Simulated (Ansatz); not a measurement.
# F on Cu(100): change of the work function

How does F on the hollow site change the work function of Cu(100) as the layer fills?

Main program and level: Ansatz 0.2.0; plane-wave DFT, PBE, Ansatz PAW.

### 1. The structure

The cell holds 4 atoms: 4 Cu. Cell: a = 2.553 Å, b = 2.553 Å, c = 23.415 Å, α = 90.0°, β = 90.0°, γ = 90.0°. Vacuum lies along c.

### 2. The clean slab

The bare slab comes first, as the zero from which every change is counted. The two lowest layers are held at bulk places and the upper ones relax. The dipole correction removes the false field that a one-sided slab makes across the periodic vacuum, so each face gets a flat vacuum level of its own.

The input, input.yaml:

```yaml
crystal:
  lattice:
    - [2.5526554801, 0.0, 0.0]
    - [0.0, 2.5526554801, 0.0]
    - [0.0, 0.0, 23.415]
  atoms:
    - { symbol: Cu, position: [0.5, 0.5, 0.3843689942] }
    - { symbol: Cu, position: [0.0, 0.0, 0.4614563314] }
    - { symbol: Cu, position: [0.5, 0.5, 0.5385436686] }
    - { symbol: Cu, position: [0.0, 0.0, 0.6156310058] }
kpoints:
  mp_grid: { grid: [12, 12, 1] }
hamiltonian:
  xc: pbe
scf:
  occupations: { method: fermi_dirac, width: 0.1 }
  convergence: { dr2_threshold: 1.0e-08 }
efield:
  axis: 3
  dipole_correction: true
  ramp_position: 0.97
  ramp_width: 0.06
relax:
  f_tol: 0.02
  max_steps: 60
  constraints: [{ sites: [0, 1] }]
output:
  write_potential: true
  write_density: true
  volumetric_format: npy
```

Started as:

```console
> ansatz run input.yaml --threads 4 --pin off --max-ram 6144MiB --backend cpu --events-out ev --progress --plain --runs-dir out
```

Numbers of over 12 decimals in the logs are rounded to 6 here.

The log of the run:

```text
Engine: ansatz 0.2.0, x86_64-unknown-linux-gnu
Pseudopotentials: kind: paw
Pseudopotential: Cu, paw, valence charge 19, recommended cutoff 420 eV (normal), Cu.paw.azcp
Functional definition: PBE
  parameter kappa = 0.804
  parameter beta = 0.066725
  exchange = pbe_x(kappa = kappa, mu = beta*pi^2/3)
  correlation = pbe_c(beta = beta)
Crystal: 4 atoms, lattice volume = 152.573 Å³
Basis set: ecut = 420 eV, 3011 PW (Γ), exchange–correlation on 36×36×320 points (8 copies of the dense FFT grid, shifted against one another)
Bands: 46, of which v1, the nominal top of the filled ones, is band 38 counted from 1 (37 counted from 0)
Symmetry: 8 space group operations
k-points: 28 of 144
Non-local potential: Cu, projectors of the file, l = 0: 3, l = 1: 2, l = 2: 3, l = 3: 1
PAW form: soft (Blöchl's): semilocal exchange-correlation on the pseudo side does not see the compensation charge
PAW one-centre angular grid: Cu, 590 points (default); XC on 64 Gauss nodes
Initial density: superposition of atomic densities (neutral atoms: chi_scale 0, normalization atom), corrected by the library's trained network
Initial wavefunctions: pseudopotential atomic-orbital guess
Functional: x = pbe(κ = 0.804, μ = 0.219515), c = pbe(β = 0.066725)
SCF iter   1: F=—  HF=-26499.487320 eV  |F-HF|=—  |Δ(HF+E_count)|=         —  Δρ=1.44e-3  dr2=1.11e-2  ethr=1.77e-3  p=0.000 e·Å  D=5.79e-14 V/Å  ΔV_dip=-0.00 eV  dr2_dipole=9.35e-9  V_vac-E_F(+/−)=4.49/4.49 eV  ⟨swp⟩=8.7  Hψ=5648  notcnv=0  defer=4
efield: sawtooth ramp at fractional position 0.9700 (set: `efield.ramp_position`, or a place that a band, a saddle search or an elastic batch's reference lends), width 0.0600; the density the first Hamiltonian is built on has a dipole p = 0.000 e·Å; the dipole correction subtracts the counter field D = 5.79e-14 V/Å, which shifts the + side's vacuum level by -0.00 eV against the − side's; the planar-averaged density in the ramp window peaks in size at 3.2e-5 e/Å³
preconditioner: auto → LDOS  [metal: Δε(μ)=0.060 eV  Ē_g=8.062 eV  σ=0.100 eV  W_gap=0.15  n_scr=18 (ndim 8)  ℏωp=19.9 eV  f_vac=0.639  D(μ)=1.29/eV (n_scr^D=8)  β→1.0]
SCF iter   2: F=—  HF=-26499.492237 eV  |F-HF|=—  |Δ(HF+E_count)|=   4.92e-3  Δρ=1.83e-3  dr2=4.23e-3  ethr=1.46e-5  p=-0.000 e·Å  D=-6.14e-6 V/Å  ΔV_dip=0.00 eV  dr2_dipole=9.00e-8  V_vac-E_F(+/−)=4.58/4.58 eV  ⟨swp⟩=2.9  Hψ=2867  notcnv=0  defer=39
SCF iter   3: F=—  HF=-26499.491937 eV  |F-HF|=—  |Δ(HF+E_count)|=   3.00e-4  Δρ=1.46e-3  dr2=1.64e-3  ethr=5.57e-6  p=-0.000 e·Å  D=-3.99e-5 V/Å  ΔV_dip=0.00 eV  dr2_dipole=2.09e-7  V_vac-E_F(+/−)=4.57/4.57 eV  ⟨swp⟩=2.5  Hψ=2210  notcnv=0  defer=39
SCF iter   4: F=—  HF=-26499.491509 eV  |F-HF|=—  |Δ(HF+E_count)|=   4.28e-4  Δρ=1.91e-4  dr2=1.24e-4  ethr=2.16e-6  p=0.000 e·Å  D=2.29e-5 V/Å  ΔV_dip=-0.00 eV  dr2_dipole=3.74e-9  V_vac-E_F(+/−)=4.57/4.57 eV  ⟨swp⟩=2.0  Hψ=1832  notcnv=0  defer=39
SCF iter   5: F=—  HF=-26499.491511 eV  |F-HF|=—  |Δ(HF+E_count)|=   1.96e-6  Δρ=1.10e-4  dr2=2.44e-5  ethr=1.63e-7  p=-0.000 e·Å  D=-1.13e-5 V/Å  ΔV_dip=0.00 eV  dr2_dipole=1.49e-9  V_vac-E_F(+/−)=4.58/4.58 eV  ⟨swp⟩=2.1  Hψ=1761  notcnv=0  defer=39
SCF iter   6: F=—  HF=-26499.491508 eV  |F-HF|=—  |Δ(HF+E_count)|=   3.35e-6  Δρ=1.05e-4  dr2=1.04e-5  ethr=3.21e-8  p=0.000 e·Å  D=2.18e-5 V/Å  ΔV_dip=-0.00 eV  dr2_dipole=1.22e-8  V_vac-E_F(+/−)=4.58/4.58 eV  ⟨swp⟩=2.0  Hψ=1843  notcnv=0  defer=39
SCF iter   7: F=—  HF=-26499.491528 eV  |F-HF|=—  |Δ(HF+E_count)|=   1.95e-5  Δρ=2.79e-5  dr2=8.13e-7  ethr=1.37e-8  p=0.000 e·Å  D=4.93e-6 V/Å  ΔV_dip=-0.00 eV  dr2_dipole=1.99e-11  V_vac-E_F(+/−)=4.58/4.58 eV  ⟨swp⟩=2.1  Hψ=1730  notcnv=0  defer=39
SCF iter   8: F=—  HF=-26499.491526 eV  |F-HF|=—  |Δ(HF+E_count)|=   1.16e-6  Δρ=2.01e-5  dr2=4.07e-7  ethr=1.07e-9  p=0.000 e·Å  D=3.55e-6 V/Å  ΔV_dip=-0.00 eV  dr2_dipole=2.38e-9  V_vac-E_F(+/−)=4.58/4.58 eV  ⟨swp⟩=2.0  Hψ=1851  notcnv=0  defer=39
SCF iter   9: F=—  HF=-26499.491526 eV  |F-HF|=—  |Δ(HF+E_count)|=   1.26e-7  Δρ=8.58e-6  dr2=8.10e-8  ethr=5.36e-10  p=0.000 e·Å  D=5.19e-7 V/Å  ΔV_dip=-0.00 eV  dr2_dipole=3.87e-10  V_vac-E_F(+/−)=4.58/4.58 eV  ⟨swp⟩=2.0  Hψ=1811  notcnv=0  defer=39
SCF iter  10: F=-26499.491526 eV  HF=-26499.491526 eV  |F-HF|=5.53e-8  |Δ(HF+E_count)|=   3.75e-8  Δρ=1.16e-6  dr2=1.64e-9  ethr=1.32e-11  p=0.000 e·Å  D=2.47e-7 V/Å  ΔV_dip=-0.00 eV  dr2_dipole=7.53e-12  V_vac-E_F(+/−)=4.58/4.58 eV  ⟨swp⟩=8.1  Hψ=9198  notcnv=0
SCF 1 converged in 10 iterations: F = -26499.491526 eV  dr2 = 1.64e-9
  greatest PAW one-centre occupation: 1.000 electrons in one spin orbital (limit 2), on the Cu atom at site 3 (counted from 0), in its partial waves of l = 0
relax step   1: F+E_penalty+E_count = -26499.49152650 eV  Δ(F+E_penalty+E_count) = +0.000e0 eV  max|allowed force component| = 2.181e-1 eV/Å  Δτ_max = 0.0000 Å  (10 SCF iters, accepted)
Initial density: handed on by an earlier stage of this run
Initial wavefunctions: those handed on with the density
iter 1 solved again at ethr=4.94e-7 eV; its pass at ethr=3.10e-3 eV (dr2=3.76e-4 eV) is discarded
SCF iter   1: F=—  HF=-26499.493648 eV  |F-HF|=—  |Δ(HF+E_count)|=         —  Δρ=7.18e-4  dr2=3.81e-4  ethr=4.94e-7  p=0.000 e·Å  D=6.56e-7 V/Å  ΔV_dip=-0.00 eV  dr2_dipole=5.33e-7  V_vac-E_F(+/−)=4.58/4.58 eV  ⟨swp⟩=2.8  Hψ=4247  notcnv=0  defer=52
efield: sawtooth ramp at fractional position 0.9700 (set: `efield.ramp_position`, or a place that a band, a saddle search or an elastic batch's reference lends), width 0.0600; the density the first Hamiltonian is built on has a dipole p = 0.000 e·Å; the dipole correction subtracts the counter field D = 6.56e-7 V/Å, which shifts the + side's vacuum level by -0.00 eV against the − side's; the planar-averaged density in the ramp window peaks in size at 2.3e-5 e/Å³
preconditioner: auto → LDOS  [metal: Δε(μ)=0.090 eV  Ē_g=8.129 eV  σ=0.100 eV  W_gap=0.22  n_scr=18 (ndim 8)  ℏωp=19.9 eV  f_vac=0.638  D(μ)=1.28/eV (n_scr^D=8)  β→1.0]
SCF iter   2: F=—  HF=-26499.493463 eV  |F-HF|=—  |Δ(HF+E_count)|=   1.85e-4  Δρ=1.93e-4  dr2=8.92e-5  ethr=4.94e-7  p=0.000 e·Å  D=2.69e-4 V/Å  ΔV_dip=-0.01 eV  dr2_dipole=1.27e-5  V_vac-E_F(+/−)=4.58/4.58 eV  ⟨swp⟩=2.1  Hψ=2198  notcnv=0  defer=52
SCF iter   3: F=—  HF=-26499.493460 eV  |F-HF|=—  |Δ(HF+E_count)|=   2.64e-6  Δρ=1.84e-4  dr2=3.53e-5  ethr=1.17e-7  p=0.000 e·Å  D=1.03e-4 V/Å  ΔV_dip=-0.00 eV  dr2_dipole=5.88e-7  V_vac-E_F(+/−)=4.58/4.58 eV  ⟨swp⟩=2.0  Hψ=1859  notcnv=0  defer=52
SCF iter   4: F=—  HF=-26499.493452 eV  |F-HF|=—  |Δ(HF+E_count)|=   7.89e-6  Δρ=9.12e-5  dr2=8.66e-6  ethr=4.64e-8  p=0.000 e·Å  D=1.63e-4 V/Å  ΔV_dip=-0.00 eV  dr2_dipole=1.04e-7  V_vac-E_F(+/−)=4.58/4.58 eV  ⟨swp⟩=2.0  Hψ=1849  notcnv=0  defer=52
SCF iter   5: F=—  HF=-26499.493458 eV  |F-HF|=—  |Δ(HF+E_count)|=   5.96e-6  Δρ=2.20e-5  dr2=5.03e-7  ethr=1.14e-8  p=0.000 e·Å  D=1.56e-4 V/Å  ΔV_dip=-0.00 eV  dr2_dipole=1.16e-8  V_vac-E_F(+/−)=4.58/4.58 eV  ⟨swp⟩=2.0  Hψ=1795  notcnv=0  defer=52
SCF iter   6: F=—  HF=-26499.493458 eV  |F-HF|=—  |Δ(HF+E_count)|=   2.31e-7  Δρ=1.23e-5  dr2=1.50e-7  ethr=6.61e-10  p=0.000 e·Å  D=1.63e-4 V/Å  ΔV_dip=-0.00 eV  dr2_dipole=2.73e-9  V_vac-E_F(+/−)=4.58/4.58 eV  ⟨swp⟩=2.0  Hψ=1850  notcnv=0  defer=52
SCF iter   7: F=-26499.493458 eV  HF=-26499.493458 eV  |F-HF|=7.79e-9  |Δ(HF+E_count)|=   8.21e-8  Δρ=2.24e-6  dr2=5.36e-9  ethr=1.32e-11  p=0.000 e·Å  D=1.65e-4 V/Å  ΔV_dip=-0.00 eV  dr2_dipole=5.81e-12  V_vac-E_F(+/−)=4.58/4.58 eV  ⟨swp⟩=8.1  Hψ=9431  notcnv=0
SCF 2 converged in 7 iterations: F = -26499.493458 eV  dr2 = 5.36e-9
  greatest PAW one-centre occupation: 1.000 electrons in one spin orbital (limit 2), on the Cu atom at site 0 (counted from 0), in its partial waves of l = 0
relax step   2: F+E_penalty+E_count = -26499.49345845 eV  Δ(F+E_penalty+E_count) = -1.932e-3 eV  max|allowed force component| = 1.395e-1 eV/Å  Δτ_max = 0.0117 Å  (7 SCF iters, accepted)
SCF iter   1: F=—  HF=-26499.495301 eV  |F-HF|=—  |Δ(HF+E_count)|=         —  Δρ=1.19e-3  dr2=9.92e-4  ethr=1.36e-5  p=0.000 e·Å  D=1.65e-4 V/Å  ΔV_dip=-0.00 eV  dr2_dipole=3.17e-9  V_vac-E_F(+/−)=4.58/4.58 eV  ⟨swp⟩=3.2  Hψ=3121  notcnv=0  defer=52
efield: sawtooth ramp at fractional position 0.9700 (set: `efield.ramp_position`, or a place that a band, a saddle search or an elastic batch's reference lends), width 0.0600; the density the first Hamiltonian is built on has a dipole p = 0.000 e·Å; the dipole correction subtracts the counter field D = 1.65e-4 V/Å, which shifts the + side's vacuum level by -0.00 eV against the − side's; the planar-averaged density in the ramp window peaks in size at 2.2e-5 e/Å³
preconditioner: auto → LDOS  [metal: Δε(μ)=0.088 eV  Ē_g=8.129 eV  σ=0.100 eV  W_gap=0.21  n_scr=18 (ndim 8)  ℏωp=19.9 eV  f_vac=0.638  D(μ)=1.29/eV (n_scr^D=8)  β→1.0]
SCF iter   2: F=—  HF=-26499.494833 eV  |F-HF|=—  |Δ(HF+E_count)|=   4.69e-4  Δρ=3.85e-4  dr2=2.55e-4  ethr=1.31e-6  p=0.000 e·Å  D=5.86e-4 V/Å  ΔV_dip=-0.01 eV  dr2_dipole=3.47e-5  V_vac-E_F(+/−)=4.57/4.58 eV  ⟨swp⟩=2.0  Hψ=2546  notcnv=0  defer=52
SCF iter   3: F=—  HF=-26499.494801 eV  |F-HF|=—  |Δ(HF+E_count)|=   3.15e-5  Δρ=4.05e-4  dr2=1.71e-4  ethr=3.36e-7  p=0.000 e·Å  D=4.58e-4 V/Å  ΔV_dip=-0.01 eV  dr2_dipole=3.20e-6  V_vac-E_F(+/−)=4.57/4.58 eV  ⟨swp⟩=2.2  Hψ=2080  notcnv=0  defer=52
SCF iter   4: F=—  HF=-26499.494779 eV  |F-HF|=—  |Δ(HF+E_count)|=   2.19e-5  Δρ=6.85e-5  dr2=6.36e-6  ethr=2.25e-7  p=0.000 e·Å  D=4.56e-4 V/Å  ΔV_dip=-0.01 eV  dr2_dipole=2.49e-7  V_vac-E_F(+/−)=4.57/4.58 eV  ⟨swp⟩=2.0  Hψ=1803  notcnv=0  defer=52
SCF iter   5: F=—  HF=-26499.494796 eV  |F-HF|=—  |Δ(HF+E_count)|=   1.66e-5  Δρ=2.59e-5  dr2=9.68e-7  ethr=8.37e-9  p=0.000 e·Å  D=4.76e-4 V/Å  ΔV_dip=-0.01 eV  dr2_dipole=9.10e-8  V_vac-E_F(+/−)=4.57/4.58 eV  ⟨swp⟩=2.9  Hψ=1992  notcnv=0  defer=52
SCF iter   6: F=—  HF=-26499.494796 eV  |F-HF|=—  |Δ(HF+E_count)|=   1.95e-7  Δρ=7.49e-6  dr2=6.43e-8  ethr=1.27e-9  p=0.000 e·Å  D=4.75e-4 V/Å  ΔV_dip=-0.01 eV  dr2_dipole=4.68e-9  V_vac-E_F(+/−)=4.57/4.58 eV  ⟨swp⟩=2.0  Hψ=1717  notcnv=0  defer=52
SCF iter   7: F=—  HF=-26499.494796 eV  |F-HF|=—  |Δ(HF+E_count)|=   2.24e-7  Δρ=3.82e-6  dr2=1.47e-8  ethr=1.32e-11  p=0.000 e·Å  D=4.89e-4 V/Å  ΔV_dip=-0.01 eV  dr2_dipole=1.11e-10  V_vac-E_F(+/−)=4.57/4.58 eV  ⟨swp⟩=9.8  Hψ=8980  notcnv=0
SCF iter   8: F=—  HF=-26499.494796 eV  |F-HF|=—  |Δ(HF+E_count)|=   7.58e-8  Δρ=3.62e-6  dr2=1.52e-8  ethr=1.32e-11  p=0.000 e·Å  D=4.94e-4 V/Å  ΔV_dip=-0.01 eV  dr2_dipole=3.71e-10  V_vac-E_F(+/−)=4.57/4.58 eV  ⟨swp⟩=9.1  Hψ=8386  notcnv=0
SCF iter   9: F=-26499.494796 eV  HF=-26499.494796 eV  |F-HF|=1.32e-9  |Δ(HF+E_count)|=   1.28e-8  Δρ=1.23e-6  dr2=2.57e-9  ethr=1.32e-11  p=0.000 e·Å  D=4.96e-4 V/Å  ΔV_dip=-0.01 eV  dr2_dipole=1.01e-10  V_vac-E_F(+/−)=4.57/4.58 eV  ⟨swp⟩=6.8  Hψ=8432  notcnv=0
SCF 3 converged in 9 iterations: F = -26499.494796 eV  dr2 = 2.57e-9
relax step   3: F+E_penalty+E_count = -26499.49479638 eV  Δ(F+E_penalty+E_count) = -1.338e-3 eV  max|allowed force component| = 2.096e-3 eV/Å  Δτ_max = 0.0196 Å  (9 SCF iters, accepted)
NSCF: frozen V_eff on 28 k-points
the band table was solved once a step of the walk had ended and its energy, with any forces and stress, was formed, with the checks that follow a solve (6804 applications of the Hamiltonian). They found nothing against the state; the energy, forces and stress were not computed again (output.eigenvalues in the input reference)
WARN: The output density's exchange-correlation potential varies sharply where the density is thin. Do not read a vacuum level from v_tot or v_xc, or from such a field of the output density. On a cell that repeats whose density bears no net charge and no dipole along the vacuum's axis use v_es (v_loc + v_h of the components); under efield.dipole_correction with no amplitude use v_es + v_field, which holds any externa [...]
SCF converged after 9 iterations
Free energy (F): -26499.494796 eV
Harris-Foulkes:  -26499.494796 eV  (|F-HF|=1.32e-9)
Internal energy: -26499.450325 eV  (E = F + TS)
E sigma→0 (E₀):  -26499.472561 eV
Entropy (-TS):   -0.044472 eV (-11.118 meV/atom)
Fermi energy:    2.077824 eV
Dipole field:    D = 0.000480 V/Å  (p = 0.000405 e·Å, saw-weighted, corrected)
Work function:   Φ+ = 4.5707 eV   Φ− = 4.5819 eV
Levels:          The Fermi level and band energies are counted from a zero that moves with the ramp; work functions are not
--- Per-component energies (eV) ---
  E_band       = -2536.166483
  E_kinetic    = 1198.309528
  E_local      = -168854.317124  (includes V_loc(G=0)·N_el)
  E_nonlocal   = 1567.140432
  E_hartree    = 82915.850948
  E_xc         = -355.051919
  E_vxc        = -457.887175  (∫ρ·V_xc dr)
  E_paw        = -6658.907342  (= ΣΔE_a)
  E_vpaw       = -1821.114881  (= ΣTr[D̂ρ^β])
  E_aug_tail   = 0.001125  (compensation charges beyond the density's cutoff)
  E_efield     = 0.000000  (sawtooth field / dipole correction)
  E_vefield    = -0.000313  (∫n·V_field dr)
  E_ewald      = 63687.524026
  E_smearing   = -0.044472  (= −TS)
  E_closure    = -0.000000  (closes the sum)
  Σ components = -26499.494796   (vs F -26499.494796, Δ=0.00e0)
--- Forces (eV/Å), atoms counted from 1 ---
  atom   1  Cu     0.00000000     0.00000000     0.10441413
  atom   2  Cu     0.00000000     0.00000000    -0.10661286
  atom   3  Cu    -0.00000000     0.00000000     0.00010978
  atom   4  Cu     0.00000000     0.00000000     0.00209605
  max |Σ_I F_I| component: 7.09e-6 eV/Å
--- Band table (eV; the first three rows and the last of 28) ---
  k-point 0: bands = [... 34 lower, 0.3997, 0.6183, 0.6474, 0.6474, 0.6479, 1.6164, 3.1949, 6.4525, ... 4 higher]
  k-point 1: bands = [... 34 lower, 0.4671, 0.5052, 0.5494, 0.6055, 0.6780, 1.9009, 3.5303, 6.6065, ... 4 higher]
  k-point 2: bands = [... 34 lower, 0.4625, 0.4862, 0.5546, 0.6159, 0.6727, 2.5350, 4.3478, 7.0666, ... 4 higher]
  k-point 27: bands = [... 34 lower, 1.0039, 1.0231, 4.5597, 4.5597, 6.7457, 6.7457, 9.5125, 9.5174, ... 4 higher]
--- Relaxed structure (3 steps of the walk, 3 accepted, 0 SCFs on fresh bases) ---
  F+E_penalty+E_count = -26499.49479638 eV   max|allowed force component| = 2.096e-3 eV/Å
  atoms:
    - { symbol: Cu, position: [0.5, 0.5, 0.384369] }
    - { symbol: Cu, position: [0.0, 0.0, 0.461456] }
    - { symbol: Cu, position: [0.5, 0.5, 0.539882] }
    - { symbol: Cu, position: [0, 0.0, 0.615758] }
```

It took 13 s on 4 threads of Intel Xeon Platinum 8375C at 2.90GHz (Ice Lake), shared host; peak memory 0.57 GiB; 49 s of CPU time.

Step by step:

```
step  energy less that of the first step (eV)  largest force component (eV/Å)
   1                                   0.0000                          0.2181
   2                                  -0.0019                          0.1395
   3                                  -0.0033                          0.0021
```

The run keeps the 8 symmetry operations that it works with, so distortions that break them were not tested.

The atoms that moved most (Å):

```
atom     dx     dy     dz  length
 Cu3  0.000  0.000  0.031   0.031
```

Final coordinates:

```xyz
4
Lattice="2.5527 0.0000 0.0000 0.0000 2.5527 0.0000 0.0000 0.0000 23.4150" Properties=species:S:1:pos:R:3
Cu    1.2763    1.2763    9.0000
Cu    0.0000    0.0000   10.8050
Cu    1.2763    1.2763   12.6413
Cu    0.0000    0.0000   14.4180
```

Numbers from this step:

| Quantity | Value |
| --- | --- |
| energy at zero smearing | -26499.4726 eV |
| work function, upper face | 4.571 eV |
| dipole along the normal | 4.05e-4 e·Å |

Running mean over 1.805 Å of the planar mean; the ramp of the sawtooth is left out. The electron's electrostatic potential energy less the Fermi level by z:

```
z (Å)  electron's electrostatic potential energy less the Fermi level (eV)
  3.0                                                                 4.58
  3.5                                                                 4.58
  4.0                                                                 4.58
  4.5                                                                 4.58
  5.0                                                                 4.58
  5.5                                                                 4.57
  6.0                                                                 4.54
  6.5                                                                 4.45
  7.0                                                                 4.10
  7.5                                                                 2.70
  8.0                                                                -1.44
  8.5                                                                -6.20
  9.0                                                                -8.30
  9.5                                                                -8.63
 10.0                                                                -8.72
 10.5                                                                -8.78
 11.0                                                                -8.72
 11.5                                                                -8.54
 12.0                                                                -8.55
 12.5                                                                -8.77
 13.0                                                                -8.94
 13.5                                                                -9.00
 14.0                                                                -8.80
 14.5                                                                -8.20
 15.0                                                                -5.53
 15.5                                                               -0.619
 16.0                                                                 3.08
 16.5                                                                 4.18
 17.0                                                                 4.46
 17.5                                                                 4.54
 18.0                                                                 4.56
 18.5                                                                 4.57
 19.0                                                                 4.57
 19.5                                                                 4.57
 20.0                                                                 4.57
```

The relaxation took 3 steps and lowered the energy by 0.0033 eV; the largest force on the free atoms ends at 0.0021 eV/Å.

The work function of the upper face is 4.57 eV.

[end of part 1 of 3]

[Logs are printed without paths, hosts, clocks, repeated set-up lines and the standing remarks that a program may print on its own settings, such as how far it seeks lower states.]

[Hosts, paths, dates, database ids (printed as entryN), source tags and the programs' standing remarks are cut or masked in the printed files.]

[Maps of the electrostatic potential energy from Ansatz leave out the sawtooth potential of an applied field or a dipole correction, so their vacuum need not be flat; planar profiles and work functions include it.]
